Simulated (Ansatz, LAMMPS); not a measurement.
# Glassy ZnIn2Ga2O7 (108 atoms): geometry optimisation

How does glassy ZnIn2Ga2O7 (108 atoms) relax, and what do bonds, charges and levels look like afterwards?

Method: Kohn-Sham DFT, LDA, PAW (set soft_2), plane waves, in Ansatz 0.2.0.

**Experiments to compare with.** The optical gap of an amorphous indium gallium zinc oxide film sputtered in pure argon was obtained from UV-visible absorption (“Argon and Oxygen Gas Flow Rate Dependency of Sputtering-Based Indium-Gallium-Zinc Oxide Thin-Film Transistors”, 2023, PMC10383919): optical gap 3.63 eV.

This is a report of a sequence of runs, with most program output left out.

### Step 1. The starting structure

The cell holds 108 atoms: 18 Ga, 18 In, 63 O and 9 Zn. Its edges and angles: a = 10.883 Å, b = 10.883 Å, c = 10.883 Å, α = 90.0°, β = 90.0°, γ = 90.0°. 108 atoms (18 Fe, 18 Sc, 63 O, 9 Zn) placed at random at 4.03 g/cm³, melted at 4500 K for 20 ps at fixed volume with the Morse and Coulomb pair potential with partial charges (Pedone, Malavasi, Menziani, Cormack and Segre, J. Phys. Chem. B 110, 11780 (2006)). Quenched from 4500 K to 300 K at 10 K/ps and fixed volume, held 20 ps at zero pressure. Then Fe was replaced by Ga, Sc was replaced by In (the potential has no terms for the new elements, so the cell is a start for a DFT relaxation).

Limits known from the start: The quench rate of 10 K/ps is orders of magnitude faster than experiment, which tends to freeze in extra defects. The starting topology of bonds comes from the classical model. The Brillouin zone is sampled at Γ only, in a cell whose shortest periodic width is 11 Å.

### Step 2. How the cell was made

A classical potential supplies the starting structure, since it reaches far longer times than DFT.

This step: classical MD, Morse and Coulomb pair potential with partial charges (Pedone, Malavasi, Menziani, Cormack and Segre, J. Phys. Chem. B 110, 11780 (2006)) (LAMMPS 22 Jul 2025 - Update 4).

in.lmp reads:

```
# melt-quench of Fe18Sc18O63Zn9
units metal
atom_style charge
boundary p p p
region box block 0 11.1973 0 11.1973 0 11.1973
create_box 4 box
mass 1 55.8450   # Fe
mass 2 44.9559   # Sc
mass 3 15.9990   # O
mass 4 65.3800   # Zn
create_atoms 1 random 18 96985 NULL overlap 1.5 maxtry 2000
create_atoms 2 random 18 96992 NULL overlap 1.5 maxtry 2000
create_atoms 3 random 63 96999 NULL overlap 1.5 maxtry 2000
create_atoms 4 random 9 97006 NULL overlap 1.5 maxtry 2000
pair_style hybrid/overlay pedone 5.5 coul/long 8.0
pair_coeff * * coul/long
pair_coeff 1 3 pedone 0.418981 1.620376 2.382183 2   # Fe-O
pair_coeff 2 3 pedone 0.000333 3.144445 3.200000 2.6   # Sc-O
pair_coeff 3 3 pedone 0.042395 1.379316 3.618701 22   # O-O
pair_coeff 3 4 pedone 0.001221 3.150679 2.851850 1   # Zn-O
set type 1 charge 1.8
set type 2 charge 1.8
set type 3 charge -1.2
set type 4 charge 1.2
kspace_style pppm 1.0e-4
neigh_modify delay 0 every 1 check yes
thermo_style custom step time temp pe press density
thermo_modify norm yes
timestep 0.002
thermo 100
min_style cg
minimize 1e-4 1e-4 200 2000
reset_timestep 0
velocity all create 4500 96986 mom yes dist gaussian
# [... 11 lines left out ...]
fix md all nvt temp 4500 300 0.2
run 210000 post no
unfix md
thermo 3333
fix md all npt temp 300 300 0.2 iso 0 0 2
run 10000 post no
unfix md
write_dump all custom glass.dump id type xs ys zs modify sort id
```

The run is started by

```console
lmp -in in.lmp -log none -nocite
```

Wall time 94 s (1 thread of Arm Neoverse V2, shared host); peak memory 0.071 GiB.

### Step 3. Single point at the start

The forces at the start show how far the geometry lies from a minimum of this functional.

input.yaml reads:

```yaml
crystal:
  lattice:
    - [10.88286, 0.0, 0.0]
    - [0.0, 10.88286, 0.0]
    - [0.0, 0.0, 10.88286]
  atoms:
    - { symbol: Ga, position: [0.13108, 0.13135, 0.86164] }
    - { symbol: Ga, position: [0.05982, 0.77508, 0.40518] }
    - { symbol: Ga, position: [0.09755, 0.9766, 0.60206] }
    - { symbol: Ga, position: [0.42246, 0.18357, 0.32038] }
    - { symbol: Ga, position: [0.46772, 0.46117, 0.56345] }
    - { symbol: Ga, position: [0.26273, 0.74977, 0.59675] }
    - { symbol: Ga, position: [0.2072, 0.50792, 0.43034] }
    - { symbol: Ga, position: [0.32019, 0.24024, 0.57501] }
    - { symbol: Ga, position: [0.45682, 0.45722, 0.28002] }
    - { symbol: Ga, position: [0.73199, 0.60577, 0.75876] }
    - { symbol: Ga, position: [0.4052, 0.706, 0.38957] }
    - { symbol: Ga, position: [0.59827, 0.69729, 0.55718] }
    - { symbol: Ga, position: [0.91449, 0.08257, 0.44849] }
    - { symbol: Ga, position: [0.96931, 0.8381, 0.80268] }
    - { symbol: Ga, position: [0.44968, 0.9576, 0.58068] }
    - { symbol: Ga, position: [0.6032, 0.96878, 0.34678] }
    - { symbol: Ga, position: [0.6224, 0.16825, 0.55571] }
    - { symbol: Ga, position: [0.78142, 0.8781, 0.52988] }
    - { symbol: In, position: [0.44805, 0.69078, 0.83629] }
    - { symbol: In, position: [0.6867, 0.59045, 0.31985] }
    - { symbol: In, position: [0.05796, 0.88739, 0.09629] }
    - { symbol: In, position: [0.4603, 0.90817, 0.1097] }
    - { symbol: In, position: [0.65752, 0.8792, 0.81141] }
    - { symbol: In, position: [0.18605, 0.37657, 0.13394] }
    - { symbol: In, position: [0.7353, 0.00931, 0.0493] }
    - { symbol: In, position: [0.24886, 0.96087, 0.36539] }
    - { symbol: In, position: [0.94132, 0.41482, 0.86518] }
    - { symbol: In, position: [0.79477, 0.3864, 0.52273] }
    - { symbol: In, position: [0.97283, 0.19653, 0.12497] }
    - { symbol: In, position: [0.84752, 0.10997, 0.72988] }
    - { symbol: In, position: [0.28267, 0.36366, 0.83028] }
    - { symbol: In, position: [0.81953, 0.81479, 0.26073] }
    - { symbol: In, position: [0.18976, 0.62012, 0.91417] }
    - { symbol: In, position: [0.95621, 0.61759, 0.59481] }
    - { symbol: In, position: [0.60025, 0.33187, 0.78814] }
    - { symbol: In, position: [0.10688, 0.25557, 0.38219] }
    - { symbol: O, position: [0.53635, 0.56705, 0.43363] }
    - { symbol: O, position: [0.39357, 0.36702, 0.68314] }
    - { symbol: O, position: [0.23624, 0.2725, 0.98675] }
    - { symbol: O, position: [0.45012, 0.76002, 0.23211] }
    - { symbol: O, position: [0.75677, 0.57252, 0.57531] }
    - { symbol: O, position: [0.04913, 0.15892, 0.54782] }
    - { symbol: O, position: [0.27, 0.72593, 0.7719] }
    - { symbol: O, position: [0.90432, 0.66959, 0.7747] }
    - { symbol: O, position: [0.11394, 0.46815, 0.82156] }
    - { symbol: O, position: [0.61778, 0.35211, 0.59586] }
    - { symbol: O, position: [0.07533, 0.7858, 0.62011] }
    - { symbol: O, position: [0.87472, 0.90963, 0.10308] }
    - { symbol: O, position: [0.54703, 0.59266, 0.69648] }
    - { symbol: O, position: [0.66488, 0.77357, 0.39522] }
    - { symbol: O, position: [0.36703, 0.33375, 0.19421] }
    - { symbol: O, position: [0.67271, 0.15092, 0.75053] }
    - { symbol: O, position: [0.17673, 0.57154, 0.09068] }
    - { symbol: O, position: [0.83042, 0.95082, 0.84562] }
    - { symbol: O, position: [0.77796, 0.1795, 0.11006] }
    - { symbol: O, position: [0.29904, 0.03046, 0.93325] }
    - { symbol: O, position: [0.75632, 0.44152, 0.8451] }
    - { symbol: O, position: [0.21513, 0.21252, 0.73236] }
    - { symbol: O, position: [0.08391, 0.97846, 0.77538] }
    - { symbol: O, position: [0.43578, 0.09224, 0.16832] }
    - { symbol: O, position: [0.47757, 0.89302, 0.75774] }
    - { symbol: O, position: [0.80197, 0.9741, 0.36658] }
    - { symbol: O, position: [0.96682, 0.2265, 0.81599] }
    - { symbol: O, position: [0.43296, 0.33906, 0.42431] }
    - { symbol: O, position: [0.45411, 0.13319, 0.59534] }
    - { symbol: O, position: [0.14696, 0.19778, 0.20507] }
    - { symbol: O, position: [0.06525, 0.95305, 0.41626] }
    - { symbol: O, position: [0.33127, 0.56224, 0.30469] }
    - { symbol: O, position: [0.24135, 0.77511, 0.41271] }
    - { symbol: O, position: [0.26644, 0.95229, 0.58797] }
    - { symbol: O, position: [0.36017, 0.51951, 0.90774] }
    - { symbol: O, position: [0.64416, 0.92267, 0.18934] }
    - { symbol: O, position: [0.07354, 0.60572, 0.45033] }
    - { symbol: O, position: [0.63175, 0.98133, 0.54562] }
    - { symbol: O, position: [0.71657, 0.78532, 0.66744] }
    - { symbol: O, position: [0.32124, 0.58349, 0.54722] }
    - { symbol: O, position: [0.57362, 0.51742, 0.17385] }
    - { symbol: O, position: [0.20193, 0.35633, 0.52036] }
    [... 24 atom lines left out ...]
    - { symbol: Zn, position: [0.41841, 0.24349, 0.05558] }
    - { symbol: Zn, position: [0.74389, 0.24121, 0.26834] }
    - { symbol: Zn, position: [0.2405, 0.87339, 0.88646] }
    - { symbol: Zn, position: [0.23884, 0.08839, 0.09583] }
    - { symbol: Zn, position: [0.02445, 0.57719, 0.20238] }
    - { symbol: Zn, position: [0.66133, 0.62292, 0.05414] }
kpoints:
  mp_grid: { grid: [1, 1, 1] }
hamiltonian:
  xc: lda
scf:
  occupations: { method: gaussian, width: 0.025 }
output:
  forces: true
  stress: true
  populations: true
  dos:
    method: { smearing: { sigma: 0.15 } }
    de: 0.1
    projected: { site_lists: { Ga: [Ga], In: [In], O: [O], Zn: [Zn] } }
  eigenvalues: true
```

The run is started by

```console
ansatz run input.yaml --threads 4 --pin off --max-ram 8192MiB --backend cpu --events-out ev --progress --plain --runs-dir out
```

Elapsed: 38 s, on 4 threads of Arm Neoverse V2, shared host; peak memory 2.1 GiB.

Read from the output:

- free energy: -229155.6792 eV
- free energy per atom: -2121.8118 eV/atom
- SCF cycles: 12
- pressure: -2.29 GPa
- r.m.s. force component: 0.6935 eV/Å
- longest force: 2.727 eV/Å
- Fermi energy: 8.372 eV
- gap (highest filled to lowest empty level): 0.8867 eV
- spilling of the projection: 0.004222

The r.m.s. force component of 0.69 eV/Å and the pressure of -2.3 GPa set the starting point.

Neighbours are counted within 2.50 Å (O-Ga), 2.77 Å (O-In), 2.50 Å (O-Zn).

Length of the force by element and coordination:

```csv
element,coordination,atoms,mean length of the force (eV/Å),spread,least,most
Ga,all,18,0.844,0.44,0.232,1.80
Ga,5,3,1.05,0.485,0.450,1.64
Ga,6,15,0.802,0.418,0.232,1.80
In,all,18,1.24,0.333,0.611,1.88
In,5,9,1.23,0.318,0.796,1.88
In,6,8,1.20,0.353,0.611,1.66
In,7,1,1.53,0,1.53,1.53
O,all,63,1.18,0.516,0.188,2.73
O,3,14,1.07,0.570,0.188,2.01
O,4,44,1.20,0.516,0.282,2.73
O,5,5,1.25,0.223,0.838,1.45
Zn,all,9,0.781,0.240,0.376,1.15
Zn,3,2,0.814,0.0498,0.764,0.864
Zn,4,4,0.837,0.285,0.504,1.15
Zn,5,2,0.838,0.0498,0.788,0.888
Zn,6,1,0.376,0,0.376,0.376
```

### Step 4. Relaxation

The atoms are relaxed in the fixed cell, aiming at the force tolerance of the input.

input.yaml, the sections that differ from step 3:

```yaml
output:
  forces: true
relax:
  f_tol: 0.03
  max_steps: 193
# crystal, kpoints, hamiltonian, scf: as in step 3
```

Elapsed: 7.5 min, on 4 threads; peak memory 2.1 GiB; 29 min of CPU time.

Step by step (22 of 26):

```
step  energy less that of the first step (eV)  largest force component (eV/Å)
   1                                   0.0000                          2.3918
   2                                  -4.1506                          1.0072
   3                                  -5.8034                          0.4431
   5                                  -6.4176                          0.1502
   6                                  -6.5154                          0.1289
   7                                  -6.5725                          0.2457
   8                                  -6.6237                          0.1465
   9                                  -6.6660                          0.1773
  11                                  -6.6836                          0.1742
  12                                  -6.7067                          0.1333
  13                                  -6.7370                          0.0575
  14                                  -6.7156                          0.6005
  15                                  -6.7649                          0.0559
  16                                  -6.7823                          0.0901
  18                                  -6.8421                          0.2659
  19                                  -6.8586                          0.3472
  20                                  -6.9634                          0.2296
  21                                  -7.0002                          0.1909
  22                                  -7.0717                          0.1335
  24                                  -7.1273                          0.1148
  25                                  -7.1405                          0.0392
  26                                  -7.1429                          0.0186
```

Relaxation steps 11, 14 were tried and not accepted.

The atoms that moved most (Å):

| atom | dx | dy | dz | length |
| --- | --- | --- | --- | --- |
| Zn102 | -0.685 | 0.690 | -0.695 | 1.195 |
| O51 | 1.112 | -0.354 | 0.114 | 1.173 |
| Zn105 | 0.861 | 0.123 | -0.343 | 0.935 |
| In23 | -0.262 | 0.644 | -0.233 | 0.733 |
| O61 | -0.299 | 0.632 | -0.157 | 0.717 |
| O93 | 0.143 | -0.610 | 0.263 | 0.679 |
| Ga8 | 0.211 | 0.308 | -0.474 | 0.603 |
| O48 | 0.172 | 0.480 | 0.309 | 0.596 |

The relaxation changed the energy by -66.1 meV/atom, and atoms moved by 0.35 Å r.m.s., 1.2 Å at most.

### Step 5. Distances and neighbours after relaxation

Bonds before and after, by the cutoffs listed below:

```
pair  bonds before  bonds after  mean before (Å)  mean after (Å)  spread before (Å)  spread after (Å)
O-Ga           104           98            2.037           1.965              0.134             0.096
O-In           100          101            2.147           2.176              0.147             0.146
O-Zn            38           40            2.052           2.028              0.120             0.109
```

Density 6.34 g/cm³, 11.93 Å³ an atom.

g(r), total and by pair (bins of 0.2 Å):

| r (Å) | total | O-O | O-Ga | O-In | O-Zn | Ga-Ga | Ga-In |
| --- | --- | --- | --- | --- | --- | --- | --- |
| 1.70 | 0.03 | 0.00 | 0.14 | 0.00 | 0.00 | 0.00 | 0.00 |
| 1.90 | 2.04 | 0.00 | 8.30 | 0.12 | 4.13 | 0.00 | 0.00 |
| 2.10 | 2.40 | 0.00 | 2.86 | 7.44 | 4.01 | 0.00 | 0.00 |
| 2.30 | 0.45 | 0.00 | 0.27 | 1.66 | 0.73 | 0.00 | 0.00 |
| 2.50 | 0.30 | 0.60 | 0.14 | 0.35 | 0.00 | 0.00 | 0.00 |
| 2.70 | 1.18 | 3.00 | 0.19 | 0.19 | 0.13 | 2.10 | 0.00 |
| 2.90 | 1.20 | 2.46 | 0.11 | 0.16 | 0.10 | 4.84 | 0.38 |
| 3.10 | 1.10 | 1.68 | 0.33 | 0.09 | 0.74 | 1.64 | 3.17 |
| 3.30 | 1.04 | 1.10 | 0.70 | 0.42 | 0.84 | 2.62 | 1.02 |
| 3.50 | 1.09 | 0.74 | 0.96 | 0.82 | 0.95 | 2.85 | 2.85 |
| 3.70 | 1.02 | 0.70 | 1.36 | 0.74 | 0.66 | 2.32 | 1.51 |
| 3.90 | 0.88 | 0.88 | 1.04 | 1.01 | 1.06 | 0.40 | 0.42 |
| 4.10 | 0.95 | 0.72 | 1.27 | 1.25 | 0.86 | 0.19 | 0.58 |
| 4.30 | 1.00 | 0.60 | 1.75 | 1.27 | 1.43 | 0.51 | 0.51 |
| 4.50 | 0.99 | 0.61 | 1.52 | 1.18 | 1.79 | 0.47 | 0.23 |
| 4.70 | 1.14 | 0.96 | 1.33 | 1.87 | 1.07 | 0.28 | 0.58 |
| 4.90 | 1.03 | 1.12 | 0.96 | 1.21 | 1.01 | 1.45 | 0.53 |
| 5.10 | 1.04 | 1.31 | 0.98 | 0.94 | 0.84 | 0.24 | 1.26 |
| 5.30 | 0.95 | 1.04 | 0.72 | 0.98 | 1.12 | 0.79 | 0.95 |

Bonds by pair of elements; cutoffs follow the first minimum of g(r), held within bounds set by covalent radii, and pairs that aren't listed don't count as bonded:

| pair A-B | cutoff (Å) | bonds | mean length (Å) | spread (Å) | shortest (Å) | B about A | A about B |
| --- | --- | --- | --- | --- | --- | --- | --- |
| O-Ga | 2.43 | 98 | 1.97 | 0.096 | 1.80 | 1.56 | 5.44 |
| O-In | 2.77 | 101 | 2.18 | 0.146 | 2.00 | 1.60 | 5.61 |
| O-Zn | 2.48 | 40 | 2.03 | 0.109 | 1.86 | 0.635 | 4.44 |

How many atoms have how many bonded neighbours:

```
element  mean   3   4  5   6  7
     Ga  5.44   0   2  6  10  0
     In  5.61   0   1  6  10  1
      O  3.79  16  44  3   0  0
     Zn  4.44   1   4  3   1  0
```

Bond angles, per cent of each kind in bins of 5°:

```csv
angle (°),O-In-O,O-Ga-O,Ga-O-In,Ga-O-Ga,O-Zn-O
60–65,1.3,0.0,0.0,0.0,0.0
65–70,3.8,0.0,0.0,0.0,0.0
70–75,3.8,0.4,0.0,0.0,1.4
75–80,13.5,8.6,1.9,1.4,11.1
80–85,12.7,17.1,1.0,6.9,9.7
85–90,9.7,14.4,5.8,6.9,11.1
90–95,6.3,12.6,18.4,20.5,5.6
95–100,5.5,9.9,13.6,16.4,13.9
100–105,5.1,6.8,8.7,4.1,4.2
105–110,4.2,3.6,5.8,0.0,6.9
110–115,4.6,3.1,2.9,4.1,4.2
115–120,2.5,2.7,9.7,11.0,5.6
120–125,1.7,1.4,6.8,5.5,0.0
125–130,2.9,0.4,10.7,9.6,4.2
130–135,3.8,0.0,2.9,8.2,2.8
135–140,2.9,0.9,3.9,1.4,4.2
140–145,4.6,0.0,2.9,1.4,2.8
145–150,2.1,0.9,1.9,1.4,4.2
150–155,1.7,1.8,0.0,0.0,1.4
155–160,3.8,4.0,1.0,0.0,2.8
160–165,1.3,3.1,1.9,0.0,1.4
165–170,1.3,2.7,0.0,1.4,0.0
170–175,0.8,3.6,0.0,0.0,1.4
175–180,0.0,1.8,0.0,0.0,1.4
```

Bond angles (no mean is given where the spread exceeds 20°):

| angle | count | mean (°) | spread (°) |
| --- | --- | --- | --- |
| O-In-O | 237 | - | - |
| O-Ga-O | 222 | - | - |
| Ga-O-In | 103 | 110 | 19.2 |
| Ga-O-Ga | 73 | 107 | 18.8 |
| O-Zn-O | 72 | - | - |

Oxygen atoms by the number of network formers (Si, P, Ge, B, Al, As, Ga) bound to them:

```csv
network formers bound to O,O atoms,per cent
0,15,23.8
1,19,30.2
2,10,15.9
3,17,27
4,2,3.2
```

Network units: each former by its oxygen neighbours and how many of them bridge to another former:

| former | O neighbours | bridging O | atoms |
| --- | --- | --- | --- |
| Ga | 4 | 2 | 1 |
| Ga | 4 | 3 | 1 |
| Ga | 5 | 1 | 1 |
| Ga | 5 | 4 | 2 |
| Ga | 5 | 5 | 3 |
| Ga | 6 | 3 | 1 |
| Ga | 6 | 5 | 7 |
| Ga | 6 | 6 | 2 |

Bond length by coordination (bonds to H left out):

```csv
element,coordination,atoms,mean bond length (Å)
Ga,4,2,1.86
Ga,5,6,1.93
Ga,6,10,2.00
In,4,1,2.06
In,5,6,2.13
In,6,10,2.20
In,7,1,2.27
O,3,16,2.00
O,4,44,2.07
O,5,3,2.21
Zn,3,1,1.91
Zn,4,4,1.98
Zn,5,3,2.07
Zn,6,1,2.10
```

First main peaks of g(r), for some of the pairs, lie near 2.8 Å (O-O), 1.9 Å (O-Ga), 2.1 Å (O-In), 2.0 Å (O-Zn) and 2.9 Å (Ga-Ga). By these cutoffs 56 % of Ga atoms have 6, 56 % of In atoms have 6, 70 % of O atoms have 4 and 44 % of Zn atoms have 4 bonded neighbours. Counting bonds to Ga alone, not to In and Zn, 16 % of the oxygens join two of these atoms and 30 % one; 27 % join three; 3 % join four; 24 % join none. The commonest Ga unit has 6 oxygens, 5 of them shared with other formers (7 of 18 atoms).

[end of part 1 of 2]

[Logs are printed without paths, hosts, clocks, repeated set-up lines and the standing remarks that a program may print on its own settings, such as how far it seeks lower states.]

[Hosts, paths, dates, database ids (printed as entryN), source tags and the programs' standing remarks are cut or masked in the printed files.]
